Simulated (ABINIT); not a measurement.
# Quasiparticle gap of SiO2 (Quartz) in ABINIT, part 2 of 3

How does a plane-wave GW calculation on SiO2 (Quartz) run from the first input to the gap?

ABINIT 10.8.3; PBE and many-body steps on it, plane waves. Known limits of the many-body steps: not at the basis limit; coarse k mesh.

So far. Step 2 (Ground state): The gap is indirect, with the least direct gap 0.31 eV higher.

**3. Bands along the symmetry lines**

Level of this step: DFT, PBE, plane waves, norm-conserving pseudopotentials (ABINIT).

The cheap functional maps the bands first; the places of the edges decide which points the dearer methods must see.

The input, run.abi:

```
acell 3*1.0 Angstrom
rprim 
  4.915799999986 0.000000000003 0.000000000000
  -2.457899999996 4.257207679910 0.000000000000
  0.000000000000 0.000000000000 5.409100000000
ntypat 2
znucl 14 8
natom 9
typat 1 1 1 2 2 2 2 2 2
xred 
  0.530300000000 0.000000000000 0.333333333333
  0.000000000000 0.530300000000 0.666666666667
  0.469700000000 0.469700000000 -0.000000000000
  0.146200000000 0.414200000000 0.881000000000
  0.585800000000 0.732000000000 0.214333333333
  0.268000000000 0.853800000000 0.547666666667
  0.414200000000 0.146200000000 0.119000000000
  0.732000000000 0.585800000000 0.785666666667
  0.853800000000 0.268000000000 0.452333333333
pp_dirpath "pseudos"
pseudos "Si.upf, O.upf"
ecut 36
iscf -2
irdden 1
kptopt 0
nkpt 39
kpt 
  0.00000000 0.00000000 0.00000000
  0.12500000 0.00000000 0.00000000
  0.25000000 0.00000000 0.00000000
  0.37500000 0.00000000 0.00000000
  0.50000000 0.00000000 0.00000000
  0.45833333 0.08333333 0.00000000
  0.41666666 0.16666666 0.00000000
  0.37500000 0.25000000 0.00000000
  0.33333333 0.33333333 0.00000000
  0.25000000 0.25000000 0.00000000
  0.16666666 0.16666666 0.00000000
  0.08333333 0.08333333 0.00000000
  0.00000000 0.00000000 0.00000000
  0.00000000 0.00000000 0.12500000
  0.00000000 0.00000000 0.25000000
  0.00000000 0.00000000 0.37500000
  0.00000000 0.00000000 0.50000000
  0.12500000 0.00000000 0.50000000
  0.25000000 0.00000000 0.50000000
  0.37500000 0.00000000 0.50000000
  0.50000000 0.00000000 0.50000000
  0.45833333 0.08333333 0.50000000
  0.41666666 0.16666666 0.50000000
  0.37500000 0.25000000 0.50000000
  0.33333333 0.33333333 0.50000000
  0.25000000 0.25000000 0.50000000
  0.16666666 0.16666666 0.50000000
  0.08333333 0.08333333 0.50000000
  0.00000000 0.00000000 0.50000000
  0.50000000 0.00000000 0.50000000
  0.50000000 0.00000000 0.37500000
  0.50000000 0.00000000 0.25000000
  0.50000000 0.00000000 0.12500000
  0.50000000 -0.00000000 0.00000000
  0.33333333 0.33333333 0.50000000
  0.33333333 0.33333333 0.37500000
  0.33333333 0.33333333 0.25000000
  0.33333333 0.33333333 0.12500000
  0.33333333 0.33333333 0.00000000
istwfk *1
nband 37
nbdbuf 8
tolwfr 1e-07
nstep 50
prtwf 0
prtvol 0
indata_prefix "in"
outdata_prefix "out"
tmpdata_prefix "tmp"
```

Started as:

```console
> OMP_NUM_THREADS=1 mpirun -n 4 abinit run.abi > log
```

Numbers of over 12 decimals in the logs are rounded to 6 here.

What it wrote:

```text
.Version 10.8.3 of ABINIT. v10.8.2 released Aug 2026.

 Symmetries : space group P3_1 2 1 (#152); Bravais hP (primitive hexag.)
[... echo of the input left out ...]
== DATASET  1 ==================================================================
-   mpi_nproc: 4, omp_nthreads: 1 (-1 if OMP is not activated)

--- !DatasetInfo
iteration_state: {dtset: 1, }
dimensions: {natom: 9, nkpt: 39, mband: 37, nsppol: 1, nspinor: 1, nspden: 1, mpw: 7935, }
cutoff_energies: {ecut:  36.0, pawecutdg:  -1.0, }
electrons: {nelect:   4.80000000E+01, charge:   0.00000000E+00, occopt:   1.00000000E+00, tsmear:   1.00000000E-02, }

 Real(R)+Recip(G) space primitive vectors, cartesian coordinates (Bohr,Bohr^-1):
 R(1)=  9.2895157  0.0000000  0.0000000  G(1)=  0.1076482  0.0621507  0.0000000
 R(2)= -4.6447578  8.0449566  0.0000000  G(2)=  0.0000000  0.1243015  0.0000000
 R(3)=  0.0000000  0.0000000 10.2217176  G(3)=  0.0000000  0.0000000  0.0978309
 Unit cell volume ucvol=  7.6390729E+02 bohr^3
 Angles (23,13,12)=  9.00000000E+01  9.00000000E+01  1.20000000E+02 degrees

 getcut: wavevector=  0.0000  0.0000  0.0000  ngfft=  54  54  60
         ecut(hartree)=     36.000   => boxcut(ratio)=   2.15270

--- Pseudopotential description ------------------------------------------------
- Si Generated using ONCVPSP code by D. R. Hamann
- 14.00000   4.00000  171031                  znucl, zion, pspdat
12 -101130 2 -1 1510                          pspcod,pspxc,lmax,lloc,mmax
     nproj     2     2     2
  pspatm : epsatm=    9.34321561
         --- l  ekb(1:nproj) -->
             0    5.168965    0.829883
             1    2.571282    0.578307
             2   -2.427311   -0.488097
 pspatm: atomic psp has been read  and splines computed

- O Generated using ONCVPSP code by D. R. Hamann
-  8.00000   6.00000  171031                  znucl, zion, pspdat
12 -101130 2 -1 936                           pspcod,pspxc,lmax,lloc,mmax
     nproj     2     2     1
  pspatm : epsatm=    6.19545534
         --- l  ekb(1:nproj) -->
[...]
2   -1.331955
 pspatm: atomic psp has been read  and splines computed

--------------------------------------------------------------------------------

================================================================================
 prteigrs : about to open file out_EIG
 Non-SCF case, kpt    1 (  0.00000  0.00000  0.00000), residuals and eigenvalues=
  1.69E-08  1.51E-08  7.30E-08  1.27E-08  1.14E-08  5.90E-08  2.21E-08  9.45E-08
  3.70E-08  7.46E-08  1.56E-08  9.73E-08  4.31E-08  8.26E-08  3.27E-08  3.96E-08
  3.43E-08  8.19E-08  5.67E-08  2.18E-08  2.91E-08  8.01E-08  7.42E-08  9.19E-08
[...]
6.68E-06  2.32E-05  6.14E-05  5.60E-04  1.83E-03
 -7.0426E-01 -6.4805E-01 -6.4805E-01 -6.2445E-01 -6.2301E-01 -6.2301E-01
 -2.9558E-01 -2.9558E-01 -1.9235E-01 -1.9132E-01 -1.8529E-01 -1.8529E-01
[...]
4.8620E-01

--- !ResultsGS
iteration_state: {dtset: 1, }
comment   : Summary of ground state results
lattice_vectors:
- [  9.2895157,   0.0000000,   0.0000000, ]
- [ -4.6447578,   8.0449566,   0.0000000, ]
- [  0.0000000,   0.0000000,  10.2217176, ]
lattice_lengths: [   9.28952,    9.28952,   10.22172, ]
lattice_angles: [ 90.000,  90.000, 120.000, ] # degrees, (23, 13, 12)
lattice_volume:   7.6390729E+02
convergence: {deltae:  0.000E+00, res2:  0.000E+00, residm:  9.963E-08, diffor:  0.000E+00, }
etotal    :  -1.12355243E+02
entropy   :   0.00000000E+00
fermie    :   7.24587944E-03
cartesian_stress_tensor: null
pressure_GPa: null
xred      :
- [  5.3030E-01,   2.5857E-29,   3.3333E-01, Si]
- [ -2.2564E-18,   5.3030E-01,   6.6667E-01, Si]
- [  4.6970E-01,   4.6970E-01,   1.3878E-16, Si]
- [  1.4620E-01,   4.1420E-01,   8.8100E-01,  O]
- [  5.8580E-01,   7.3200E-01,   2.1433E-01,  O]
- [  2.6800E-01,   8.5380E-01,   5.4767E-01,  O]
- [  4.1420E-01,   1.4620E-01,   1.1900E-01,  O]
- [  7.3200E-01,   5.8580E-01,   7.8567E-01,  O]
- [  8.5380E-01,   2.6800E-01,   4.5233E-01,  O]
cartesian_forces: null
force_length_stats: {min: null, max: null, mean: null, }

 Integrated electronic density in atomic spheres:
 ------------------------------------------------
 Atom  Sphere_radius  Integrated_density
[...]
================================================================================

 ----iterations are completed or convergence reached----

 Mean square residual over all n,k,spin=   46.802E-09; max=  99.631E-09
 reduced coordinates (array xred) for    9 atoms
[...]
0.732000000000      0.585800000000      0.785666666667
       0.853800000000      0.268000000000      0.452333333333

 cartesian coordinates (angstrom) at end:
    1      2.606849     1.59e-12     1.803033
    2     -1.303424     2.257597     3.606067
    3      1.154476     1.999610     0.000000
[...]
8      2.158528     2.493872     4.249750
    9      3.538393     1.140932     2.446716
 length scales=  1.889726125908  1.889726125908  1.889726125908 bohr
              =  1.000000000000  1.000000000000  1.000000000000 angstroms
 prteigrs : about to open file out_EIG
 Eigenvalues (hartree) for nkpt=  39  k points:
 kpt#   1, nband= 37, wtk=  1.00000, kpt=  0.0000  0.0000  0.0000 (reduced coord)
[...]
kpt#   2, nband= 37, wtk=  1.00000, kpt=  0.1250  0.0000  0.0000 (reduced coord)
[...]
kpt#   3, nband= 37, wtk=  1.00000, kpt=  0.2500  0.0000  0.0000 (reduced coord)
[...]
kpt#  38, nband= 37, wtk=  1.00000, kpt=  0.3333  0.3333  0.1250 (reduced coord)
[...]
0.44263    0.46197    0.46708    0.48618    0.48782
 kpt#  39, nband= 37, wtk=  1.00000, kpt=  0.3333  0.3333  0.0000 (reduced coord)
[...]
-0.06817   -0.06242   -0.05559   -0.03800   -0.03800   -0.00876   -0.00876    0.00725
   0.33625    0.33625    0.35404    0.38928    0.39494    0.39494    0.40735    0.40735
   0.45049    0.46087    0.48347    0.48402    0.48620

== END DATASET(S) ==============================================================
================================================================================

 -outvars: echo values of variables after computation  --------
            nband          37
             nkpt          39
          spgroup         152
 [... the other variables as echoed above ...]

 Calculation completed.
```

Wall time 50 s (4 MPI ranks of Arm Neoverse V2, shared host); peak memory 0.47 GiB.

Numbers from this step:

```yaml
gap: 6.038 eV
k_of_the_valence_top: 0.3333, 0.3333, 0
k_of_the_conduction_bottom: 0, 0, 0
least_direct_gap: 6.351 eV
```

The gap is 6.038 eV, as in the run before at this level.

Electronic bands along the path, in eV, zero at the top of the highest filled band:

```csv
point,band 21,band 22,band 23,band 24,band 25,band 26,band 27,band 28
Γ,-0.99,-0.68,-0.31,-0.31,6.04,9.33,9.33,9.79
halfway,-1.00,-0.83,-0.24,-0.15,6.92,9.33,9.40,9.90
M,-1.04,-0.78,-0.27,-0.04,8.29,9.02,9.74,9.75
halfway,-1.10,-0.63,-0.31,-0.02,8.48,9.08,9.63,9.96
K,-1.23,-0.44,-0.44,0.00,8.95,8.95,9.44,10.40
halfway,-0.91,-0.87,-0.25,-0.11,7.16,9.34,9.49,9.94
Γ,-0.99,-0.68,-0.31,-0.31,6.04,9.33,9.33,9.79
halfway,-1.07,-0.53,-0.22,-0.09,6.63,9.17,9.27,9.29
A,-1.20,-0.21,-0.21,-0.09,7.97,7.97,9.08,9.76
halfway,-1.08,-0.44,-0.41,-0.15,8.36,8.50,9.40,9.74
L,-0.88,-0.83,-0.60,-0.19,8.94,9.41,9.70,9.86
halfway,-0.86,-0.83,-0.62,-0.33,8.97,9.59,9.79,9.90
H,-0.94,-0.76,-0.58,-0.58,9.03,9.82,9.82,10.12
halfway,-1.05,-0.54,-0.38,-0.22,8.48,8.66,9.46,9.92
A,-1.20,-0.21,-0.21,-0.09,7.97,7.97,9.08,9.76
jump to L,-0.88,-0.83,-0.60,-0.19,8.94,9.41,9.70,9.86
halfway,-0.96,-0.72,-0.44,-0.12,8.57,9.12,9.60,10.07
M,-1.04,-0.78,-0.27,-0.04,8.29,9.02,9.74,9.75
jump to H,-0.94,-0.76,-0.58,-0.58,9.03,9.82,9.82,10.12
halfway,-1.01,-0.55,-0.51,-0.20,8.95,9.27,9.62,10.23
K,-1.23,-0.44,-0.44,0.00,8.95,8.95,9.44,10.40
```

**4. Empty states on the mesh, 3×3×2 mesh, 236 bands**

The sums over transitions need many empty states on a uniform mesh; this step solves for them.

The input, run.abi:

```
acell 3*1.0 Angstrom
rprim 
  4.915799999986 0.000000000003 0.000000000000
  -2.457899999996 4.257207679910 0.000000000000
  0.000000000000 0.000000000000 5.409100000000
ntypat 2
znucl 14 8
natom 9
typat 1 1 1 2 2 2 2 2 2
xred 
  0.530300000000 0.000000000000 0.333333333333
  0.000000000000 0.530300000000 0.666666666667
  0.469700000000 0.469700000000 -0.000000000000
  0.146200000000 0.414200000000 0.881000000000
  0.585800000000 0.732000000000 0.214333333333
  0.268000000000 0.853800000000 0.547666666667
  0.414200000000 0.146200000000 0.119000000000
  0.732000000000 0.585800000000 0.785666666667
  0.853800000000 0.268000000000 0.452333333333
pp_dirpath "pseudos"
pseudos "Si.upf, O.upf"
ecut 36
ngkpt 3 3 2
nshiftk 1
shiftk 0 0 0
kptopt 1
chksymbreak 0
iscf -2
irdden 1
istwfk *1
nband 236
nbdbuf 20
tolwfr 1e-09
nstep 60
prtvol 0
indata_prefix "in"
outdata_prefix "out"
tmpdata_prefix "tmp"
```

What it wrote:

```text
.Version 10.8.3 of ABINIT. v10.8.2 released Aug 2026.

 Symmetries : space group P3_1 2 1 (#152); Bravais hP (primitive hexag.)
[... echo of the input left out ...]
== DATASET  1 ==================================================================
-   mpi_nproc: 4, omp_nthreads: 1 (-1 if OMP is not activated)

--- !DatasetInfo
iteration_state: {dtset: 1, }
dimensions: {natom: 9, nkpt: 6, mband: 236, nsppol: 1, nspinor: 1, nspden: 1, mpw: 7935, }
cutoff_energies: {ecut:  36.0, pawecutdg:  -1.0, }
electrons: {nelect:   4.80000000E+01, charge:   0.00000000E+00, occopt:   1.00000000E+00, tsmear:   1.00000000E-02, }

 Real(R)+Recip(G) space primitive vectors, cartesian coordinates (Bohr,Bohr^-1):
 R(1)=  9.2895157  0.0000000  0.0000000  G(1)=  0.1076482  0.0621507  0.0000000
 R(2)= -4.6447578  8.0449566  0.0000000  G(2)=  0.0000000  0.1243015  0.0000000
 R(3)=  0.0000000  0.0000000 10.2217176  G(3)=  0.0000000  0.0000000  0.0978309
 Unit cell volume ucvol=  7.6390729E+02 bohr^3
 Angles (23,13,12)=  9.00000000E+01  9.00000000E+01  1.20000000E+02 degrees

 getcut: wavevector=  0.0000  0.0000  0.0000  ngfft=  54  54  60
         ecut(hartree)=     36.000   => boxcut(ratio)=   2.15270

--- Pseudopotential description ------------------------------------------------
- Si Generated using ONCVPSP code by D. R. Hamann
- 14.00000   4.00000  171031                  znucl, zion, pspdat
12 -101130 2 -1 1510                          pspcod,pspxc,lmax,lloc,mmax
     nproj     2     2     2
  pspatm : epsatm=    9.34321561
         --- l  ekb(1:nproj) -->
             0    5.168965    0.829883
             1    2.571282    0.578307
             2   -2.427311   -0.488097
 pspatm: atomic psp has been read  and splines computed

- O Generated using ONCVPSP code by D. R. Hamann
-  8.00000   6.00000  171031                  znucl, zion, pspdat
12 -101130 2 -1 936                           pspcod,pspxc,lmax,lloc,mmax
     nproj     2     2     1
  pspatm : epsatm=    6.19545534
         --- l  ekb(1:nproj) -->
[...]
2   -1.331955
 pspatm: atomic psp has been read  and splines computed

--------------------------------------------------------------------------------

================================================================================
 prteigrs : about to open file out_EIG
 Non-SCF case, kpt    1 (  0.00000  0.00000  0.00000), residuals and eigenvalues=
  8.72E-10  7.09E-11  4.93E-11  4.85E-11  1.02E-10  6.61E-10  8.49E-11  9.79E-11
  1.13E-10  9.34E-11  1.15E-10  1.09E-10  9.29E-11  7.81E-11  8.07E-11  1.21E-10
  9.47E-11  1.14E-10  7.25E-11  7.85E-11  1.17E-10  1.36E-10  8.59E-11  5.85E-11
[...]
1.06E-04  5.36E-04  9.06E-05  3.85E-04
 -7.0426E-01 -6.4805E-01 -6.4805E-01 -6.2445E-01 -6.2301E-01 -6.2301E-01
 -2.9558E-01 -2.9558E-01 -1.9235E-01 -1.9132E-01 -1.8529E-01 -1.8529E-01
 -1.0056E-01 -1.0056E-01 -9.1581E-02 -8.2572E-02 -4.7837E-02 -4.7837E-02
[...]
2.9233E+00  2.9441E+00  2.9558E+00  2.9558E+00  2.9835E+00  2.9835E+00
  3.0005E+00  3.0032E+00  3.0033E+00  3.0151E+00  3.0341E+00  3.0348E+00
  3.0525E+00  3.0811E+00
 prteigrs : prtvol=0 or 1, do not print more k-points.

--- !ResultsGS
iteration_state: {dtset: 1, }
comment   : Summary of ground state results
lattice_vectors:
- [  9.2895157,   0.0000000,   0.0000000, ]
- [ -4.6447578,   8.0449566,   0.0000000, ]
- [  0.0000000,   0.0000000,  10.2217176, ]
lattice_lengths: [   9.28952,    9.28952,   10.22172, ]
lattice_angles: [ 90.000,  90.000, 120.000, ] # degrees, (23, 13, 12)
lattice_volume:   7.6390729E+02
convergence: {deltae:  0.000E+00, res2:  0.000E+00, residm:  9.988E-10, diffor:  0.000E+00, }
etotal    :  -1.12355243E+02
entropy   :   0.00000000E+00
fermie    :   7.24587944E-03
cartesian_stress_tensor: null
pressure_GPa: null
xred      :
- [  5.3030E-01,   2.5857E-29,   3.3333E-01, Si]
- [ -2.2564E-18,   5.3030E-01,   6.6667E-01, Si]
- [  4.6970E-01,   4.6970E-01,   1.3878E-16, Si]
- [  1.4620E-01,   4.1420E-01,   8.8100E-01,  O]
- [  5.8580E-01,   7.3200E-01,   2.1433E-01,  O]
- [  2.6800E-01,   8.5380E-01,   5.4767E-01,  O]
- [  4.1420E-01,   1.4620E-01,   1.1900E-01,  O]
- [  7.3200E-01,   5.8580E-01,   7.8567E-01,  O]
- [  8.5380E-01,   2.6800E-01,   4.5233E-01,  O]
cartesian_forces: null
force_length_stats: {min: null, max: null, mean: null, }

 Integrated electronic density in atomic spheres:
 ------------------------------------------------
 Atom  Sphere_radius  Integrated_density
[...]
================================================================================

 ----iterations are completed or convergence reached----

 Mean square residual over all n,k,spin=   37.255E-11; max=  99.877E-11
 reduced coordinates (array xred) for    9 atoms
[...]
0.732000000000      0.585800000000      0.785666666667
       0.853800000000      0.268000000000      0.452333333333

 cartesian coordinates (angstrom) at end:
    1      2.606849     1.59e-12     1.803033
    2     -1.303424     2.257597     3.606067
[...]
9      3.538393     1.140932     2.446716
 length scales=  1.889726125908  1.889726125908  1.889726125908 bohr
              =  1.000000000000  1.000000000000  1.000000000000 angstroms
 prteigrs : about to open file out_EIG
 Eigenvalues (hartree) for nkpt=   6  k points:
 kpt#   1, nband=236, wtk=  0.05556, kpt=  0.0000  0.0000  0.0000 (reduced coord)
[...]
2.87298    2.87779    2.87779    2.89603    2.90612    2.92331    2.92331    2.94412
   2.95584    2.95584    2.98350    2.98350    3.00053    3.00325    3.00326    3.01509
   3.03409    3.03479    3.05246    3.08112
 prteigrs : prtvol=0 or 1, do not print more k-points.

== END DATASET(S) ==============================================================
================================================================================

 -outvars: echo values of variables after computation  --------
            nband         236
             nkpt           6
          spgroup         152
 [... the other variables as echoed above ...]

 Calculation completed.
```

It took 2.5 min on 4 MPI ranks; peak memory 0.54 GiB; 9.8 min of CPU time.

This step gave:

| Property | Result |
| --- | --- |
| gap | 6.038 eV |
| k of the valence top | 0.3333, 0.3333, 0 |
| k of the conduction bottom | 0, 0, 0 |
| least direct gap | 6.351 eV |
| k points computed | 6 |
| lowest point of the top converged band, above the valence top | 77.6599 eV |

On this mesh the gap is 6.038 eV.

[end of part 2 of 3]

[Paths, hosts, dates, memory and timing lines, banners, echoed tables and standing remarks are left out of the program output.]

[Logs are printed without paths, hosts, clocks, repeated set-up lines and the standing remarks that a program may print on its own settings, such as how far it seeks lower states.]

[Runs of the session that timed out or met a known fault of the program may be left out.]

[Hosts, paths, dates, database ids (printed as entryN), source tags and the programs' standing remarks are cut or masked in the printed files.]

[G0W0 gaps are taken among the corrected bands and points alone; a level outside them can change the order at an edge.]

[Where Ansatz stands beside ABINIT at settings called matched, ABINIT's density can come from a denser mesh and the files from another edition; pairs whose starting gaps differed by over 0.03 eV were left out, so agreement reads better than it is.]
